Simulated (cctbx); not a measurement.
## What is wrong with this refinement?

Cell a = 7.5420 Å, b = 7.5420 Å, c = 4.6450 Å, α = 90.00°, β = 90.00°, γ = 120.00°; space group P-62m (no. 189).

The data are simulated with cctbx, not measured: Mo Kα, λ = 0.71073 Å, to d = 0.84 Å, 70 % of the full sphere, strongest reflection 20000 counts, noise from counting, a 2 % proportional error and a noise floor of 2 counts (s.d.); no absorption, and some extinction, which the refinements don't model.

An isotropic refinement with weights 1/σ² prints:

```text
Rint 0.023, 174 unique reflections to 0.84 A
cycle     R1     wR2    GooF  max shift (A)
   1  0.1445  0.3682  26.643   0.58613
  12  0.0454  0.1251   9.053   0.12592
final R1 0.0646 wR2 0.1746 GooF 12.636  parameters 9  data/parameter 19.3
atom        x        y        z      Ueq    occ   su(xyz)  su(Uiso or U11)
Ce1    0.00000  0.42258  0.00000   0.0029  1.000  0.00247  0.0051
Sc1    0.33333  0.66667  0.50000   0.0145  1.000  0.00000  0.0036
Sc2    0.00000  0.00000  0.00000   0.0154  1.000  0.00000  0.0052
Mg1    0.00000  0.75073  0.50000   0.0141  1.000  0.00309  0.0056
Mg2   -0.00469  0.42664  0.00000   0.0132  1.000  0.01812  0.0248
difference map: max 11.18 min -4.26 rms 0.98
Q1    0.3333  0.6667  0.5000    2   11.19  0.00 A from Sc1
Q2    0.0000  0.0000  0.0000    1    9.72  0.00 A from Sc2
Q3    0.0000  0.7602  0.5000    3    5.68  0.07 A from Mg1
Q4    0.0000  0.5826  0.0000    3    4.17  1.16 A from Mg2
Q5    0.0000  0.8320  0.0000    3    3.80  1.27 A from Sc2
Q6    0.0000  0.6873  0.0000    3    3.69  1.95 A from Mg2
```

Q: Accept it or mend it, and why?

Mend it. The fault: spurious atom: Mg2. Against the right model at the same level, R1 goes from 0.0089 to 0.0646 and GooF from 1.26 to 12.64 and the top difference peak, 11.2 e/Å³, lies on Sc1. A site with no density behind it hides by a very large U or drifts. The fit had not settled when the cycles ran out.

The compound is CeMgSc. The right model at the same level gives:

```text
Rint 0.023, 174 unique reflections to 0.84 A
cycle     R1     wR2    GooF  max shift (A)
   1  0.1171  0.2496  17.901   0.03755
   2  0.0089  0.0176   1.260   0.00000
final R1 0.0089 wR2 0.0176 GooF 1.260  parameters 6  data/parameter 29.0
atom        x        y        z      Ueq    occ   su(xyz)  su(Uiso or U11)
Ce1    0.00000  0.42387  0.00000   0.0028  1.000  0.00003  0.0001
Sc1    0.33333  0.66667  0.50000   0.0049  1.000  0.00000  0.0002
Sc2    0.00000  0.00000  0.00000   0.0059  1.000  0.00000  0.0003
Mg1    0.00000  0.75312  0.50000   0.0067  1.000  0.00021  0.0004
difference map: max 0.20 min -0.87 rms 0.11
Q1    0.0000  0.4667  0.3186    6    0.20  1.51 A from Ce1
Q2    0.1170  0.2972  0.2851   12    0.19  1.57 A from Mg1
Q3    0.1579  0.7048  0.2763   12    0.19  1.75 A from Mg1
Q4    0.3333  0.6667  0.2346    4    0.17  1.23 A from Sc1
Q5    0.1179  0.6310  0.1383   12    0.16  1.50 A from Ce1
Q6    0.1949  0.4775  0.1383   12    0.15  1.46 A from Ce1
```

This is a model crystal, built by substitution and not relaxed, with assumed displacement parameters.

[Middle refinement cycles are left out of these outputs.]

[Logs are printed without paths, hosts, clocks, repeated set-up lines and the standing remarks that a program may print on its own settings, such as how far it seeks lower states.]
